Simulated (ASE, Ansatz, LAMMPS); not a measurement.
**Twisted graphene bilayer, 32.20° (156 atoms): support functions against a reference**

Wanted: errors and times of a linear-scaling basis for twisted graphene bilayer, 32.20° (156 atoms).

Main program and level: Ansatz 0.2.0; Kohn-Sham DFT, PBE+D3(BJ), PAW (set soft_2), plane waves.

**1. The starting structure**

The cell holds 156 atoms: 156 C. Cell: a = 15.363 Å, b = 15.363 Å, c = 15.530 Å, α = 90.0°, β = 90.0°, γ = 120.0°. It derives from C (graphene). Graphene (a = 2.46 Å) under graphene (a = 2.46 Å), bilayer, commensurate cell of 39 unit cells a layer, twist 32.20 deg; facing planes 3.53 Å apart as built; 12 Å of vacuum; minimised with a classical potential. Regions: layer 1, 78 atoms (78 C); layer 2, 78 atoms (78 C). Vacuum lies along c.

Limits known from the start: Beside vacuum, support functions can miss their usual error bounds without a warning. Sampling is at Γ alone, for a cell whose shortest periodic width is 13 Å.

**2. The classical run that made the cell**

A minimisation with a classical potential prepares the built cell.

This step: classical potential: AIREBO (Stuart, Tutein and Harrison, J. Chem. Phys. 112, 6472 (2000)) (LAMMPS stable Jul 2025 - Update 4).

Contents of in.lammps:

```
units metal
atom_style atomic
boundary p p p
atom_modify map array
read_data structure.data
pair_style airebo 3.0 1 1
pair_coeff * * CH.airebo C
thermo_style custom step temp pe press lx ly lz fmax
thermo 200
min_style cg
minimize 0 1e-4 3000 30000
write_data relaxed.data nocoeff
```

On the command line:

```console
lmp -in in.lammps -log log.lammps -screen none -nocite
```

Numbers of over 12 decimals in the logs are rounded to 6 here.

Log:

```text
LAMMPS (22 Jul 2025 - Update 4)
  156 atoms
   Step          Temp          PotEng         Press            Lx             Ly             Lz            Fmax     
         0   0             -1159.1216     -58629.756      15.3627        13.304488      15.53          0.017551173  
        63   0             -1159.2091     -57940.983      15.3627        13.304488      15.53          9.2032595e-06
Loop time of 0.631084 on 1 procs for 63 steps with 156 atoms
Minimization stats:
  Stopping criterion = force tolerance
  Energy initial, next-to-last, final = 
     -1159.12163942235  -1159.20912457251  -1159.20912457268
  Force two-norm initial, final = 0.19434532 5.3507991e-05
  Force max component initial, final = 0.017551173 9.2032595e-06
  Iterations, force evaluations = 63 125
```

Elapsed: 1.2 s, on 1 thread of Intel Xeon at 2.80GHz (Skylake/Cascade Lake), shared host.

**3. Plane-wave single point**

This run is the reference for what follows, at a cutoff of 420 eV.

Contents of input.yaml:

```yaml
crystal:
  lattice:
    - [15.3627, 0.0, 0.0]
    - [-7.68135, 13.30449, 0.0]
    - [0.0, 0.0, 15.53]
  atoms:
    - { symbol: C, position: [0.10256, 0.69231, 0.39053] }
    - { symbol: C, position: [0.12821, 0.61538, 0.39056] }
    - { symbol: C, position: [0.15385, 0.8718, 0.39053] }
    - { symbol: C, position: [0.17949, 0.79487, 0.39053] }
    - { symbol: C, position: [0.20513, 0.05128, 0.39056] }
    - { symbol: C, position: [0.23077, 0.97436, 0.39053] }
    - { symbol: C, position: [0.07692, 0.10256, 0.39053] }
    - { symbol: C, position: [0.10256, 0.02564, 0.39053] }
    - { symbol: C, position: [0.1282, 0.28205, 0.39053] }
    - { symbol: C, position: [0.15385, 0.20513, 0.39056] }
    - { symbol: C, position: [0.17949, 0.46154, 0.39056] }
    - { symbol: C, position: [0.20513, 0.38461, 0.39053] }
    - { symbol: C, position: [0.23077, 0.64102, 0.39053] }
    - { symbol: C, position: [0.25641, 0.5641, 0.39053] }
    - { symbol: C, position: [0.28205, 0.82051, 0.39056] }
    - { symbol: C, position: [0.30769, 0.74359, 0.39053] }
    - { symbol: C, position: [0.33333, 0.0, 0.39051] }
    - { symbol: C, position: [0.35898, 0.92308, 0.39053] }
    - { symbol: C, position: [0.25641, 0.23077, 0.39053] }
    - { symbol: C, position: [0.28205, 0.15385, 0.39053] }
    - { symbol: C, position: [0.30769, 0.41025, 0.39053] }
    - { symbol: C, position: [0.33333, 0.33333, 0.39051] }
    - { symbol: C, position: [0.35898, 0.58974, 0.39053] }
    - { symbol: C, position: [0.38462, 0.51282, 0.39056] }
    - { symbol: C, position: [0.41026, 0.76923, 0.39053] }
    - { symbol: C, position: [0.4359, 0.69231, 0.39053] }
    - { symbol: C, position: [0.46154, 0.94872, 0.39053] }
    - { symbol: C, position: [0.48718, 0.87179, 0.39056] }
    - { symbol: C, position: [0.38461, 0.17949, 0.39053] }
    - { symbol: C, position: [0.41025, 0.10256, 0.39053] }
    - { symbol: C, position: [0.4359, 0.35898, 0.39053] }
    - { symbol: C, position: [0.46154, 0.28205, 0.39056] }
    [... 118 atom lines left out ...]
    - { symbol: C, position: [0.1282, 0.84615, 0.60947] }
    - { symbol: C, position: [0.15385, 0.94872, 0.60944] }
    - { symbol: C, position: [0.0, 0.66667, 0.60949] }
    - { symbol: C, position: [0.02564, 0.76923, 0.60947] }
    - { symbol: C, position: [0.94872, 0.79487, 0.60944] }
    - { symbol: C, position: [0.97436, 0.89744, 0.60947] }
kpoints:
  mp_grid: { grid: [1, 1, 1] }
hamiltonian:
  xc: pbe
  dispersion: d3bj
scf:
  occupations: { method: gaussian, width: 0.05 }
output:
  forces: true
  populations: intrinsic
  dos:
    method: { smearing: { sigma: 0.1 } }
    de: 0.1
    projected:
      site_lists:
        C: [C]
        layer_1: [0, 1, 2, 3, 4, 5, 6, 7, 8, 9, 10, 11, 12, 13, 14, 15, 16, 17, 18, 19, 20, 21, 22, 23, 24, 25, 26, 27, 28, 29, 30, 31, 32, 33, 34, 35, 36, 37, 38, 39, 40, 41, 42, 43, 44, 45, 46, 47, 48, 49, 50, 51, 52, 53, 54, 55, 56, 57, 58, 59, 60, 61, 62, 63, 64, 65, 66, 67, 68, 69, 70, 71, 72, 73, 74, 75, 76, 77]
        layer_2: [78, 79, 80, 81, 82, 83, 84, 85, 86, 87, 88, 89, 90, 91, 92, 93, 94, 95, 96, 97, 98, 99, 100, 101, 102, 103, 104, 105, 106, 107, 108, 109, 110, 111, 112, 113, 114, 115, 116, 117, 118, 119, 120, 121, 122, 123, 124, 125, 126, 127, 128, 129, 130, 131, 132, 133, 134, 135, 136, 137, 138, 139, 140, 141, 142, 143, 144, 145, 146, 147, 148, 149, 150, 151, 152, 153, 154, 155]
  eigenvalues: true
  write_density: true
  write_potential: true
  volumetric_format: npy
```

On the command line:

```console
ansatz run input.yaml --threads 8 --pin off --max-ram 15872MiB --backend cpu --events-out ev --progress --plain --runs-dir out
```

Log:

```text
Warning: the atoms were moved onto the symmetric positions of the space group found under crystal.symmetry.tolerance 1.0e-5 (fractional; no operation is sought that the atoms, as they stand in a round, miss by more than twice it, and no atom is moved by as much as it), and the run uses the moved positions. [...]
Engine: ansatz 0.2.0, aarch64-unknown-linux-gnu
Pseudopotentials: kind: paw
Pseudopotential: C, paw, valence charge 4, recommended cutoff 420 eV (normal), C.paw.azcp
Functional definition: PBE
  parameter kappa = 0.804
  parameter beta = 0.066725
  exchange = pbe_x(kappa = kappa, mu = beta*pi^2/3)
  correlation = pbe_c(beta = beta)
Crystal: 156 atoms, lattice volume = 3174.222 Å³
Basis set: ecut = 420 eV, 62067 PW (Γ), exchange–correlation on 216×216×216 points (8 copies of the dense FFT grid, shifted against one another)
Bands: 468, of which v1, the nominal top of the filled ones, is band 312 counted from 1 (311 counted from 0)
Symmetry: 36 space group operations
Space group: P622 (ITA 177), of the structure as read, at distance tolerance 1.5e-4 Å
k-points: 1
Non-local potential: C, projectors of the file, l = 0: 2, l = 1: 2, l = 2: 1
PAW form: soft (Blöchl's): semilocal exchange-correlation on the pseudo side does not see the compensation charge
PAW one-centre angular grid: C, 110 points (default); XC on 64 Gauss nodes
Initial density: superposition of atomic densities (neutral atoms: chi_scale 0, normalization atom), corrected by the library's trained network
Initial wavefunctions: pseudopotential atomic-orbital guess
Functional: x = pbe(κ = 0.804, μ = 0.219515), c = pbe(β = 0.066725)
SCF iter   1: F=—  HF=-39160.642706 eV  |F-HF|=—  |Δ(HF+E_count)|=         —  Δρ=2.40e-3  dr2=2.24e-1  ethr=1.77e-3  ⟨swp⟩=8.0  Hψ=2433  notcnv=0  defer=124
preconditioner: auto → LDOS  [metal: Δε(μ)=0.000 eV  Ē_g=15.261 eV  σ=0.050 eV  W_gap=0.00  n_scr=478 (ndim 8)  ℏωp=16.5 eV  f_vac=0.552  D(μ)=180.54/eV (n_scr^D=1772)  β→1.0]
SCF iter   2: F=—  HF=-39160.612262 eV  |F-HF|=—  |Δ(HF+E_count)|=   3.04e-2  Δρ=8.18e-4  dr2=1.46e-2  ethr=3.58e-5  ⟨swp⟩=2.0  Hψ=861  notcnv=0  defer=146
SCF iter   3: F=—  HF=-39160.623090 eV  |F-HF|=—  |Δ(HF+E_count)|=   1.08e-2  Δρ=2.56e-4  dr2=4.30e-3  ethr=2.34e-6  ⟨swp⟩=2.0  Hψ=550  notcnv=0  defer=146
SCF iter   4: F=—  HF=-39160.622994 eV  |F-HF|=—  |Δ(HF+E_count)|=   9.56e-5  Δρ=1.09e-4  dr2=6.45e-4  ethr=6.88e-7  ⟨swp⟩=2.0  Hψ=550  notcnv=0  defer=146
SCF iter   5: F=—  HF=-39160.623509 eV  |F-HF|=—  |Δ(HF+E_count)|=   5.15e-4  Δρ=2.61e-5  dr2=3.37e-5  ethr=1.03e-7  ⟨swp⟩=2.0  Hψ=638  notcnv=0  defer=146
SCF iter   6: F=—  HF=-39160.625478 eV  |F-HF|=—  |Δ(HF+E_count)|=   1.97e-3  Δρ=1.74e-5  dr2=1.66e-5  ethr=5.41e-9  ⟨swp⟩=2.0  Hψ=492  notcnv=0  defer=146
SCF iter   7: F=—  HF=-39160.625484 eV  |F-HF|=—  |Δ(HF+E_count)|=   5.33e-6  Δρ=9.61e-6  dr2=4.56e-6  ethr=2.67e-9  ⟨swp⟩=3.0  Hψ=619  notcnv=0  defer=146
SCF iter   8: F=—  HF=-39160.625489 eV  |F-HF|=—  |Δ(HF+E_count)|=   5.53e-6  Δρ=3.01e-6  dr2=3.04e-7  ethr=7.30e-10  ⟨swp⟩=2.0  Hψ=551  notcnv=0  defer=146
SCF iter   9: F=-39160.625492 eV  HF=-39160.625491 eV  |F-HF|=5.35e-7  |Δ(HF+E_count)|=   1.75e-6  Δρ=1.02e-6  dr2=3.72e-8  ethr=1.60e-11  ⟨swp⟩=36.0  Hψ=6538  notcnv=0
SCF 1 converged in 9 iterations: F = -39160.625492 eV  dr2 = 3.72e-8
  greatest PAW one-centre occupation: 0.674 electrons in one spin orbital (limit 2), on the C atom at site 149 (counted from 0), in its partial waves of l = 0
WARN: The output density's exchange-correlation potential varies sharply where the density is thin. Do not read a vacuum level from v_tot or v_xc, or from such a field of the output density. On a cell that repeats whose density bears no net charge and no dipole along the vacuum's axis use v_es (v_loc + v_h of the components); [...]
SCF converged after 9 iterations
Free energy (F): -39160.625492 eV
Harris-Foulkes:  -39160.625491 eV  (|F-HF|=5.35e-7)
Internal energy: -39160.399816 eV  (E = F + TS)
E sigma→0 (E₀):  -39160.512654 eV
Entropy (-TS):   -0.225676 eV (-1.447 meV/atom)
Fermi energy:    0.609450 eV
--- Per-component energies (eV) ---
  E_band       = -5322.424587
  E_kinetic    = 14212.957737
  E_local      = -188965.794471  (includes V_loc(G=0)·N_el)
  E_nonlocal   = 4266.751926
  E_hartree    = 87753.938183
  E_xc         = -7494.533805
  E_vxc        = -9279.087209  (∫ρ·V_xc dr)
  E_paw        = -15500.759509  (= ΣΔE_a)
  E_vpaw       = -1065.118448  (= ΣTr[D̂ρ^β])
  E_aug_tail   = 0.001201  (compensation charges beyond the density's cutoff)
  E_ewald      = 66585.610322
  E_disp       = -18.571400  (pairwise vdW)
  E_smearing   = -0.225676  (= −TS)
  E_closure    = 0.000000  (closes the sum)
  Σ components = -39160.625492   (vs F -39160.625492, Δ=0.00e0)
--- Forces (eV/Å), atoms counted from 1 ---
  atom   1  C     -0.00494105     0.01027289    -0.01072540
  atom   2  C      0.01764414     0.00409308    -0.00913540
  atom   3  C      0.00116561     0.01219313    -0.01078631
  atom   4  C     -0.00116561    -0.01219313    -0.01078631
  atom   5  C     -0.01764414    -0.00409308    -0.00913540
  atom   6  C      0.00494105    -0.01027289    -0.01072540
  atom   7  C      0.00390922     0.01757456    -0.01201890
  atom   8  C      0.01717463     0.00540180    -0.01201890
  atom   9  C     -0.01114237    -0.00508712    -0.01078631
  atom  10  C     -0.00527736    -0.01732681    -0.00913540
  atom  11  C      0.00527736     0.01732681    -0.00913540
  atom  12  C      0.01114237     0.00508712    -0.01078631
  atom  13  C     -0.01717463    -0.00540180    -0.01201890
  atom  14  C     -0.00390922    -0.01757456    -0.01201890
[...]
atom 155  C     -0.00527736     0.01732681     0.00913540
  atom 156  C      0.00390922    -0.01757456     0.01201890
  max |Σ_I F_I| component: 1.73e-16 eV/Å
--- Band table (eV) ---
  k-point 0: bands = ["-19.0085", "-18.8728", "-18.3997", "-18.3997", [... 452 levels ...], "8.9284", "8.9291", "8.9291", "9.0167", "9.0167", "9.0168", "9.0168", "9.1911", "9.1911", "9.2111", "9.2231", "9.2231"]
--- intrinsic populations: 156 sites ---
  site symbol       q [e]
     0      C      4.0001
     1      C      4.0001
     2      C      3.9997
[...]
155      C      4.0000
  spilling = -0.000000 (of n_electrons = 624.000000)
```

Wall time 31 s (8 threads of Arm Neoverse V2, shared host); peak memory 4.1 GiB; 3.9 min of CPU time.

The program notes that positions were snapped to a detected symmetry and the exchange-correlation potential is rough where the density is thin.

Numbers from this run:

- free energy: -39160.6255 eV
- free energy per atom: -251.0297 eV/atom
- SCF cycles: 9
- r.m.s. force component: 0.01067 eV/Å
- longest force: 0.02165 eV/Å
- Fermi energy: 0.6094 eV
- levels partly filled by over 2 per cent: 8
- potential in mid-vacuum, over the Fermi level: 4.276 eV
- potential 4.5 Å over the upper face: 4.276 eV
- potential 4.5 Å under the lower face: 4.276 eV

Intrinsic-atomic-orbital charges by element:

```
element  coordination  atoms  mean charge (e)  spread    least    most
      C           all    156                0  2.0e-4  -3.0e-4  3.0e-4
```

By region:

```
 region  atoms  mean length of the force (eV/Å)  net charge (e)
layer 1     78                            0.018               0
layer 2     78                            0.018               0
```

Density of states as counts of states in windows of 1 eV (from the Fermi level), total and the larger projections:

```
from (eV)  to (eV)  total   C p  layer 1  layer 2   C s
      -18      -17   47.4  16.3     23.3     23.3  30.3
      -17      -16    0.4   0.2      0.2      0.2   0.3
      -16      -15   48.0  21.4     23.7     23.7  25.9
      -15      -14   24.0  10.9     11.9     11.9  12.8
      -14      -13    0.0   0.0      0.0      0.0   0.0
      -13      -12   42.7  26.7     21.1     21.1  15.6
      -12      -11   21.3  14.5     10.5     10.5   6.5
      -11      -10   32.0  24.2     15.9     15.9   7.5
      -10       -9    4.2   3.2      2.1      2.1   1.0
       -9       -8   65.1  55.5     32.3     32.3   9.0
       -8       -7   42.7  37.6     21.0     21.0   4.5
       -7       -6   63.3  61.7     31.4     31.4   1.1
       -6       -5   79.0  75.6     39.2     39.2   2.8
       -5       -4   37.7  37.2     18.8     18.8   0.3
       -4       -3   29.8  29.7     14.9     14.9   0.0
       -3       -2   38.8  38.7     19.3     19.3   0.0
       -2       -1   11.4  11.4      5.7      5.7   0.0
       -1        0   10.8  10.7      5.4      5.4   0.0
        0        1    5.2   5.2      2.6      2.6   0.0
        1        2   17.8  17.2      8.6      8.6   0.0
        2        3   42.2  40.4     20.2     20.2   0.0
        3        4   16.0  11.8      5.9      5.9   0.0
        4        5   25.1   0.8      0.4      0.4   0.0
```

Between -20 and -18 eV lie 28 more states.

The levels nearest the highest filled one (over half full), pooled over k-points and spins:

```
level less the highest filled one (eV)  occupation
                                 -1.77           2
                                 -1.73           2
                                     0        1.00
                                     0        1.00
                                     0        1.00
                                     0        1.00
                                1.0e-4       0.999
                                1.0e-4       0.999
                                1.0e-4       0.999
                                1.0e-4       0.999
                                  1.50           0
                                  1.54           0
```

Planar average of the electrostatic potential energy along the normal, with the Fermi level as zero, after a running mean with a triangular window 4 Å wide at its base:

```
height (Å)  potential energy (eV)
       0.0                   4.28
       0.4                   4.28
       0.9                   4.28
       1.3                   4.28
       1.7                   4.28
       2.2                   4.27
       2.6                   4.26
       3.0                   4.22
       3.5                   4.00
       4.0                   2.56
       4.5                   0.16
       4.9                  -2.74
       5.3                  -5.64
       5.8                  -8.02
       6.2                  -8.61
       6.6                  -6.97
       7.0                  -4.63
       7.5                  -3.10
       7.9                  -2.89
       8.3                  -3.98
       8.8                  -6.18
       9.2                  -8.26
       9.6                  -8.49
      10.1                  -6.54
      10.5                  -3.73
      10.9                  -0.79
      11.4                   1.86
      11.9                   3.82
      12.4                   4.18
      12.8                   4.25
      13.2                   4.27
      13.7                   4.28
      14.1                   4.28
      14.5                   4.28
      15.0                   4.28
      15.4                   4.28
```

Valence density in the ca plane at fractional y = 0.000, with atoms of C within 0.2 Å of it. It is the smooth field of the valence electrons, not physical close to the nuclei.

Ten even steps from '0' (0.0 e/Å³) to '9' (1.9 e/Å³), each cell a mean:
```
00000000000000001210000001121000000000000000
00000000000000026862000013784100000000000000
00000000000000025752000013674100000000000000
00000000000000013431000002342100000000000000
00000000000000025752000013663100000000000000
00000000000000137962000014895100000000000000
00000000000000026962000013884100000000000000
00000000000000137973100014895200000000000000
00000000000000026752000013774100000000000000
00000000000000011210000001221000000000000000
00000000000000011210000001221000000000000000
00000000000000025852000013774100000000000000
00000000000000024641000012553100000000000000
00000000000000001110000001111000000000000000
00000000000000012321000001332000000000000000
00000000000000137963000014885200000000000000
00000000000000137963000014895200000000000000
00000000000000026862000014784100000000000000
00000000000000037962000014895100000000000000
00000000000000024541000012553100000000000000
00000000000000013431000002442100000000000000
00000000000000036962000014885100000000000000
00000000000000024642000013563100000000000000
00000000000000001110000000110000000000000000
```
Columns run along c (15.5 Å), rows up along a (15.4 Å). Atoms in or near the plane, at fractional coordinates: C at (0.39, 0.33), C at (0.39, 0.67), C at (0.61, 0.67), C at (0.61, 0.33).

Electrostatic potential energy in the ca plane at fractional y = 0.000, with atoms of C within 0.2 Å of it. With pseudopotentials it is smooth inside the atoms' cores, unlike the true potential.

Ten even steps from '0' (-36 eV) to '9' (5 eV), each cell a mean:
```
99999999999999998889999999888999999999999999
99999999999999973137999986115899999999999999
99999999999999973137999986215899999999999999
99999999999999987678999998768999999999999999
99999999999999986568999997557999999999999999
99999999999999971027999985004899999999999999
99999999999999984248999997326899999999999999
99999999999999961016999983002899999999999999
99999999999999972137999985114899999999999999
99999999999999998889999998888999999999999999
99999999999999998889999998888999999999999999
99999999999999986568999997557999999999999999
99999999999999987678999998667999999999999999
99999999999999998889999999888999999999999999
99999999999999987678999998778999999999999999
99999999999999960016999983002899999999999999
99999999999999972127999985114899999999999999
99999999999999973137999986115899999999999999
99999999999999973137999986115899999999999999
99999999999999987578999998667999999999999999
99999999999999987678999998667999999999999999
99999999999999971027999985004899999999999999
99999999999999985358999997446899999999999999
99999999999999998889999999889999999999999999
```
Columns run along c (15.5 Å; values clipped at the 3rd and 97th percentile), rows up along a (15.4 Å). Atoms in or near the plane, at fractional coordinates: C at (0.39, 0.33), C at (0.39, 0.67), C at (0.61, 0.67), C at (0.61, 0.33).

Intrinsic-atomic-orbital charges run from -0.00 to +0.00 e. Within 0.4 eV of the Fermi level the largest share is C p (100 % of the projected weight). The potential stands 4.28 eV above the Fermi level over the upper face and 4.28 eV under the lower one, a reading of the work function, with no dipole correction.

[end of part 1 of 2]

[Logs are printed without paths, hosts, clocks, repeated set-up lines and the standing remarks that a program may print on its own settings, such as how far it seeks lower states.]

[Hosts, paths, dates, database ids (printed as entryN), source tags and the programs' standing remarks are cut or masked in the printed files.]
